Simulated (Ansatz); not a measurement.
## Dielectric function and optical constants of BaTiO3

What colour and refractive index does BaTiO3 have at this level of theory?

Main program and level: Ansatz 0.2.0; DFT, PBE, plane-wave PAW, default files, scalar-relativistic, independent-particle optical response without local fields.

Report form: the programs' logs are mostly left out.

## 1. Starting point

Symmetry: Pm-3m, No. 221, cubic system. The conventional cell has a = 4.006 Å, b = 4.006 Å, c = 4.006 Å, α = 90.00°, β = 90.00°, γ = 90.00°. Nearest to Ba lie 12 O at 2.83 Å. Ti has 6 O at 2.00 Å nearest. Nearest to O lie 2 Ti at 2.00 Å and 4 Ba at 2.83 Å. Farther neighbours and most contacts between anions are not listed.

## 2. Ground state and bands

The self-consistent density comes first; it also tells whether there is a gap, which decides the occupations and the need for a Drude term.

This step: DFT, PBE, plane-wave PAW, default files, scalar-relativistic, ground state (Ansatz 0.2.0).

Input file input.yaml:

```yaml
crystal:
  lattice:
    - [4.006, 0.0, 0.0]
    - [0.0, 4.006, 0.0]
    - [0.0, 0.0, 4.006]
  atoms:
    - { symbol: Ba, position: [0.5, 0.5, 0.5] }
    - { symbol: Ti, position: [0.0, 0.0, 0.0] }
    - { symbol: O, position: [0.0, 0.0, 0.5] }
    - { symbol: O, position: [0.0, 0.5, 0.0] }
    - { symbol: O, position: [0.5, 0.0, 0.0] }
kpoints:
  mp_grid: { grid: [6, 6, 6] }
  band_path:
    path:
      - [[0.0, 0.0, 0.0], [0.0, 0.5, 0.0], [0.5, 0.5, 0.0], [0.0, 0.0, 0.0], [0.5, 0.5, 0.5], [0.0, 0.5, 0.0]]
      - [[0.5, 0.5, 0.0], [0.5, 0.5, 0.5]]
    npoints: 10
scf:
  occupations: { method: fermi_dirac, width: 0.05 }
  n_extra_bands: 9
hamiltonian:
  xc: pbe
  pseudopotentials: { kind: paw }
output:
  forces: true
  stress: true
  populations: true
  write_bands: true
  write_density: true
  write_potential: true
  elf: true
  volumetric_format: npy
```

Launch:

```bash
ansatz run input.yaml --threads 4 --pin off --max-ram 8192MiB --backend cpu --events-out ev --progress --plain --runs-dir out
```

Wall time 1.1 s (4 threads of Intel Xeon Platinum 8488C (Sapphire Rapids), shared host); peak memory 0.53 GiB; 3.7 s of CPU time.

Numbers from this step:

```
free energy                  : -10159.5628 eV
Fermi energy                 : 11.18 eV
gap by band count            : 1.805 eV
electrons                    : 40
symmetry operations          : 48
pressure                     : 1.654 GPa
volume                       : 64.29 Å³
gap on the path              : 1.805 eV
least direct gap on the path : 1.913 eV
```

There is a gap, 1.80 eV on the path, so no carriers' term is needed. The cell is left with a pressure of 1.7 GPa, as it stands unrelaxed at this level.

Electronic bands along the path, in eV, zero at the Fermi level; v1 is the highest filled band, c1 the lowest empty one:

| point | v4 | v3 | v2 | v1 | c1 | c2 | c3 | c4 |
| --- | --- | --- | --- | --- | --- | --- | --- | --- |
| Γ | -2.02 | -1.02 | -1.02 | -1.02 | 0.89 | 0.89 | 0.89 | 3.04 |
| halfway | -2.43 | -2.11 | -1.35 | -1.35 | 0.95 | 1.83 | 1.83 | 3.04 |
| X | -2.72 | -2.72 | -1.59 | -1.59 | 1.01 | 2.60 | 2.60 | 3.04 |
| halfway | -2.25 | -2.17 | -1.99 | -1.39 | 1.88 | 2.61 | 2.73 | 3.70 |
| M | -2.61 | -1.75 | -1.75 | -0.96 | 2.62 | 2.62 | 3.04 | 3.88 |
| halfway | -2.37 | -1.91 | -1.83 | -1.37 | 1.79 | 1.92 | 2.18 | 3.60 |
| Γ | -2.02 | -1.02 | -1.02 | -1.02 | 0.89 | 0.89 | 0.89 | 3.04 |
| halfway | -3.21 | -1.60 | -1.60 | -1.50 | 2.27 | 2.29 | 2.29 | 5.01 |
| R | -3.25 | -0.92 | -0.92 | -0.92 | 3.28 | 3.28 | 3.28 | 5.91 |
| halfway | -3.03 | -1.79 | -1.48 | -1.40 | 2.38 | 2.82 | 2.84 | 4.97 |
| X | -2.72 | -2.72 | -1.59 | -1.59 | 1.01 | 2.60 | 2.60 | 3.04 |
| jump to M | -2.61 | -1.75 | -1.75 | -0.96 | 2.62 | 2.62 | 3.04 | 3.88 |
| halfway | -3.34 | -1.42 | -1.42 | -0.94 | 2.92 | 2.92 | 3.15 | 5.30 |
| R | -3.25 | -0.92 | -0.92 | -0.92 | 3.28 | 3.28 | 3.28 | 5.91 |

Electrostatic potential energy in the ac plane at fractional y = 0.000, with atoms of Ti and O within 0.2 Å of it. With pseudopotentials it is smooth inside the atoms' cores, unlike the true potential.

Values in eV, 14 rows by 14 columns, each cell a mean:
```
-29 -27 -18  -3   6 -11 -30 -34 -25  -5   6  -7 -24 -28
-25 -22 -11   3  10   5 -14 -18  -7   8   8   0 -17 -24
 -9  -6   3   9  13  14  13  11  13  14  12   8   0  -7
  5   7  10  12  14  15  15  15  15  15  14  12   8   6
-10  -2  12  14  15  15  15  15  15  15  15  14   8  -5
-31 -22   4  14  15  15  14  14  14  15  15  13  -7 -25
-37 -31  -5  13  15  14  14  14  14  15  15  11 -18 -34
-35 -28  -1  14  15  14  14  14  14  15  15  13 -14 -30
-16  -8  11  14  15  15  14  14  15  15  15  14   5 -11
  4   7  11  13  15  15  15  15  15  15  14  13  10   6
 -5  -2   6  10  13  14  14  13  14  14  12   9   3  -3
-20 -17  -5   6  11  11  -1  -5   4  12  10   3 -11 -18
-28 -27 -17  -2   7  -8 -28 -31 -22  -2   7  -6 -22 -27
-29 -28 -20  -5   4 -16 -35 -37 -31 -10   5  -9 -25 -29
```
Atoms in or near the plane, at fractional coordinates: Ti at (0.00, 0.00), O at (0.00, 0.50), O at (0.50, 0.00).

ELF in the ac plane at fractional y = 0.000, with atoms of Ti and O within 0.2 Å of it. It is the smooth field of the valence electrons, not physical close to the nuclei.

Ten even steps from '_' (0.01) to '@' (0.81), each cell a mean:
```
--****::##@@%%**@@@@==--##++
####--..**@@@@@@@@@@--..++##
--::..__--**%%@@%%++..__..--
====--....::==++==::....--==
@@@@%%==..__________::++@@@@
%%@@@@##::__________==%%@@@@
==##@@%%--__________++@@@@**
**%%@@%%::__________==%%@@%%
@@@@%%++..__________::**@@@@
##**++::__..::--::....--**##
::::..__::++%%%%##==..__..::
##**::..++%%@@@@@@%%--..--**
==##**::**@@%%##@@@@==::##**
__==##::##@@**==%%@@==--##--
```
Atoms in or near the plane, at fractional coordinates: Ti at (0.00, 0.00), O at (0.00, 0.50), O at (0.50, 0.00).

## 3. Spectrum

The spectrum is a sum over vertical transitions between filled and empty bands at the fixed density, so many empty bands are needed.

This step: DFT, PBE, plane-wave PAW, default files, scalar-relativistic, independent-particle optical response without local fields (Ansatz 0.2.0).

input.yaml, the sections that differ from step 2:

```yaml
kpoints:
  mp_grid: { grid: [6, 6, 6] }
scf:
  occupations: { method: fixed }
output:
  optics:
    e_range: [0, 22]
    de: 0.05
    sigma: 0.15
    nscf_kmesh: { grid: [8, 8, 8] }
    bands: { spectra_wanted_up_to: 22 }
# crystal, hamiltonian: as in step 2
```

The job ended after 9.3 s (4 threads; peak memory 1.1 GiB; 34 s of CPU time).

This step gave:

```
electronic dielectric constant ε∞, mean over x, y and z (by symmetry where fewer were run)                                                          : 6.837
absorption onset, first axis (α over 10⁴ cm⁻¹, or the direct gap if that lies higher)                                                               : 1.919 eV
main peak of Im epsilon, first axis                                                                                                                 : 4.146 eV
photocurrent from vertical transitions in a film 500 nm thick on a perfect mirror (two passes), AM1.5G, no front reflection, all carriers collected : 15.89 mA/cm²
least direct gap on the mesh                                                                                                                        : 1.913 eV
bands summed                                                                                                                                        : 60
spectra valid up to                                                                                                                                 : 29.79 eV
program's estimate of the k-sum error in Im epsilon                                                                                                 : 0.17 %
electrons in the f-sum                                                                                                                              : 27.18
```

Im ε, any direction against photon energy; read off at these points:

| photon energy (eV) | Im ε, any direction |
| --- | --- |
| 1.50 | 1.3e-5 |
| 2.00 | 0.575 |
| 2.50 | 2.57 |
| 3.00 | 4.10 |
| 3.50 | 6.42 |
| 4.00 | 9.35 |
| 4.15 | 9.68 |
| 4.50 | 6.01 |
| 5.00 | 3.59 |
| 5.50 | 2.78 |
| 6.00 | 2.56 |
| 6.50 | 4.03 |
| 7.00 | 4.55 |
| 7.50 | 3.64 |
| 8.00 | 3.86 |
| 8.50 | 5.01 |
| 8.80 | 5.29 |
| 9.00 | 4.88 |
| 9.50 | 4.10 |
| 10.00 | 4.69 |
| 10.50 | 4.27 |
| 11.00 | 3.47 |
| 11.50 | 2.81 |
| 12.00 | 2.65 |
| 12.50 | 1.36 |
| 13.00 | 1.16 |
| 13.50 | 0.985 |
| 14.00 | 0.783 |
| 14.50 | 0.405 |
| 15.00 | 0.486 |
| 15.50 | 1.28 |
| 16.00 | 1.17 |
| 16.50 | 1.32 |
| 17.00 | 2.07 |
| 17.50 | 2.76 |
| 18.00 | 4.19 |
| 18.50 | 4.61 |
| 19.00 | 4.94 |
| 19.50 | 3.09 |
| 20.00 | 2.19 |
| 20.50 | 1.85 |
| 21.00 | 2.06 |
| 21.50 | 1.64 |
| 22.00 | 1.33 |

The Re ε, any direction by photon energy:

photon energy (eV), Re ε, any direction and a bar from the least value:
```
      0.0       6.84 ######################
      0.5       6.91 ######################
      1.0       7.15 #######################
      1.5       7.69 ########################
      2.0       9.08 ############################
      2.5       9.77 ##############################
      3.0       9.46 #############################
      3.5       8.38 ##########################
      4.0       6.11 ####################
      4.5       0.49 #####
      5.0       1.51 ########
      5.5       2.71 ###########
      6.0       3.55 #############
      6.5       4.09 ###############
      7.0       3.16 ############
      7.5       2.54 ###########
      8.0       3.38 #############
      8.5       2.80 ############
      9.0       1.38 ########
      9.5       1.36 ########
     10.0       0.78 ######
     10.5      -0.19 ####
     11.0       0.00 ####
     11.5      -0.06 ####
     12.0      -0.92 ##
     12.5      -0.50 ###
     13.0       0.04 ####
     13.5       0.40 #####
     14.0       0.64 ######
     14.5       1.07 #######
     15.0       1.85 #########
     15.5       2.22 ##########
     16.0       2.01 #########
     16.5       2.47 ###########
     17.0       2.90 ############
     17.5       3.04 ############
     18.0       2.38 ##########
     18.5       0.91 ######
     19.0      -0.02 ####
     19.5      -1.53 
     20.0      -1.01 #
     20.5      -0.40 ###
     21.0      -0.58 ###
     21.5      -0.93 ##
     22.0      -0.83 ##
```

The loss function −Im 1/ε at q → 0, any direction by energy loss; read off at these points:

energy loss (eV), loss function −Im 1/ε at q → 0, any direction and a bar:
```
     1.50      0.000 
     2.00      0.007 
     2.50      0.025 #
     3.00      0.039 #
     3.50      0.058 ##
     4.00      0.075 ##
     4.50      0.165 #####
     5.00      0.237 ########
     5.50      0.184 ######
     6.00      0.134 ####
     6.50      0.122 ####
     7.00      0.148 #####
     7.50      0.185 ######
     8.00      0.147 #####
     8.50      0.152 #####
     9.00      0.190 ######
     9.50      0.220 #######
    10.00      0.207 #######
    10.50      0.234 #######
    11.00      0.289 #########
    11.50      0.356 ###########
    12.00      0.337 ###########
    12.50      0.645 ####################
    13.00      0.864 ###########################
    13.20      0.946 ##############################
    13.50      0.871 ############################
    14.00      0.763 ########################
    14.50      0.311 ##########
    15.00      0.133 ####
    15.50      0.195 ######
    15.75      0.259 ########
    16.00      0.217 #######
    16.50      0.168 #####
    17.00      0.163 #####
    17.50      0.163 #####
    18.00      0.180 ######
    18.50      0.209 #######
    19.00      0.202 ######
    19.50      0.259 ########
    20.00      0.377 ############
    20.50      0.516 ################
    21.00      0.449 ##############
    21.50      0.460 ###############
    22.00      0.542 #################
```

The reflectivity at normal incidence, any direction has structure finer than the step of the table below, so its rows give means over 1 eV, whole bins alone (the curve runs from 0 to 22 eV). Peaks (eV: height): 4.3: 37.4, 10.6: 30.2, 12.1: 33.5, 19.4: 39.0.

Table of reflectivity at normal incidence, any direction by photon energy; means over each step:

photon energy (eV), reflectivity at normal incidence, any direction (%) and a bar:
```
        1       20.9 #################
        2       24.9 #####################
        3       28.7 #########################
        4       34.1 ##############################
        5       20.6 #################
        6       16.3 #############
        7       21.0 #################
        8       20.1 ################
        9       24.8 #####################
       10       25.8 ######################
       11       26.6 #######################
       12       29.5 ##########################
       13       16.5 #############
       14        5.1 ##
       15        3.4 
       16        6.8 ###
       17       11.5 ########
       18       21.0 #################
       19       31.6 ############################
       20       34.1 ##############################
       21       29.0 #########################
```

Values under 1 per cm are given as 1. Table of absorption coefficient, any direction by photon energy:

photon energy (eV), log10 absorption coefficient, any direction (1/cm) and a bar:
```
     0.00        0.0 
     1.00        0.0 
     2.00        4.3 ####################
     3.00        5.3 #########################
     4.00        5.8 ###########################
     5.00        5.7 ###########################
     6.00        5.6 ##########################
     7.00        5.9 ###########################
     8.00        5.9 ###########################
     9.00        6.1 ############################
    10.00        6.2 ############################
    11.00        6.2 #############################
    12.00        6.2 #############################
    13.00        6.0 ############################
    14.00        5.8 ###########################
    15.00        5.4 #########################
    16.00        5.8 ###########################
    17.00        6.0 ############################
    18.00        6.3 #############################
    19.00        6.5 ##############################
    20.00        6.4 ##############################
    21.00        6.4 ##############################
    22.00        6.4 ##############################
```

From ε follow the optical constants at some laser and lamp lines:

| wavelength (nm) | n | k | R (%) | 1/α |
| --- | --- | --- | --- | --- |
| 1064 | 2.70 | 0.000 | 21.1 | over 1 mm |
| 633 | 3.00 | 0.072 | 25.0 | 703 nm |
| 450 | 3.08 | 0.555 | 27.4 | 65 nm |
| 365 | 3.11 | 0.975 | 30.3 | 30 nm |
| 308 | 2.90 | 1.629 | 35.1 | 15 nm |
| 248 | 1.64 | 1.093 | 19.7 | 18 nm |
| 193 | 2.24 | 0.862 | 20.3 | 18 nm |

Rows near the edge hang on the gap, which this functional as a rule makes too small, and phonon-assisted absorption is left out.

Through 1 µm of it, D65 light comes out red, dark (x = 0.678, y = 0.321; 2 % transmitted). A larger true gap would move the edge to shorter wavelengths and change the colour.

The f-sum over the summed bands holds 27.2 of the cell's 40 electrons outside the frozen cores, 16 of which lie in bands more than 12 eV below the Fermi level, whose transitions come at higher energies. Up to 22 eV the strength has a mean oscillator energy of 8.6 eV, well above the main peak, so higher transitions carry much of it.

## 4. Static response with local fields

Perturbation theory gives the static response with local fields and the functional's kernel, and it needs no empty bands.

This step: DFT, PBE, plane-wave PAW, default files, scalar-relativistic, static field response by perturbation theory with local fields (Ansatz 0.2.0).

input.yaml, as its differences from that of step 3:

```diff
@@ -18,8 +18,2 @@
   pseudopotentials: { kind: paw }
-output:
-  optics:
-    e_range: [0, 22]
-    de: 0.05
-    sigma: 0.15
-    nscf_kmesh: { grid: [8, 8, 8] }
-    bands: { spectra_wanted_up_to: 22 }
+dielectric: {}
```

The job ended after 9.8 s (4 threads; peak memory 0.71 GiB).

This step gave:

| Quantity | Value |
| --- | --- |
| electronic dielectric constant ε∞, mean over x, y and z (by symmetry where fewer were run) | 6.691 |

ε∞ with local fields:

```
6.69 0.00 0.00
0.00 6.69 0.00
0.00 0.00 6.69
```

Diagonal elements. Born, by row:

| atom | Z*xx (e) | Z*yy (e) | Z*zz (e) |
| --- | --- | --- | --- |
| Ba1 | 2.764 | 2.764 | 2.764 |
| Ti2 | 7.376 | 7.376 | 7.376 |
| O3 | -2.143 | -2.143 | -5.853 |
| O4 | -2.143 | -5.853 | -2.143 |
| O5 | -5.853 | -2.143 | -2.143 |

Mean Born charges are Ba +2.76, Ti +7.38 and O -3.38, against formal valences of +2, +4 and -2. That of Ti exceeds its valence by 84 %, the mark of charge moving along hybridised bonds as the atoms shift.

## 5. Outcome

| Item | Value |
| --- | --- |
| gap on the path | 1.80 eV |
| least direct gap on the path | 1.91 eV |
| electronic dielectric constant ε∞, mean over x, y and z (by symmetry where fewer were run) (independent particles) | 6.84 |
| absorption onset, first axis (α over 10⁴ cm⁻¹, or the direct gap if that lies higher) | 1.92 eV |
| main peak of Im epsilon, first axis | 4.15 eV |
| photocurrent from vertical transitions in a film 500 nm thick on a perfect mirror (two passes), AM1.5G, no front reflection, all carriers collected | 15.9 mA/cm² |
| electronic dielectric constant ε∞, mean over x, y and z (by symmetry where fewer were run) (static response with local fields) | 6.69 |

**Reading.** At this level (PBE, independent particles) BaTiO3 has ε∞ = 6.84 (6.69 with local fields) and n = 2.65 at 1550 nm; absorption sets in near 1.9 eV, and Im ε peaks at 4.1 eV. The gap is indirect (1.80 eV), so absorption without phonons can begin only at the direct gap of 1.91 eV. Absorption passes 10⁴ cm⁻¹ from the direct gap on, 1.91 eV, inside the visible range. Distinct maxima of Im ε, read by a parabola through the highest points, lie at 4.15 eV (9.7), 8.79 eV (5.3), 9.92 eV (4.8) and 19.02 eV (4.9). The f-sum over the summed bands holds 27.2 of the cell's 40 electrons outside the frozen cores, 16 of which lie in bands more than 12 eV below the Fermi level, whose transitions come at higher energies. Up to 22 eV the strength has a mean oscillator energy of 8.6 eV, well above the main peak, so higher transitions carry much of it. Through 1 µm of it, D65 light comes out red, dark (x = 0.678, y = 0.321; 2 % transmitted). A larger true gap would move the edge to shorter wavelengths and change the colour. With local fields and the functional's kernel the static response is 6.69 against 6.84 for independent particles (-2 %). In the base spectrum excitons and phonon-assisted transitions are missing, and so are local fields; PBE gaps are as a rule too small, which pulls the onset down and ε∞ up. In the base run ε includes the program's bounded estimate of what the bands above those summed add. Spin-orbit coupling is left out although heavy atoms are present.

[Logs are printed without paths, hosts, clocks, repeated set-up lines and the standing remarks that a program may print on its own settings, such as how far it seeks lower states.]

[Hosts, paths, dates, database ids (printed as entryN), source tags and the programs' standing remarks are cut or masked in the printed files.]
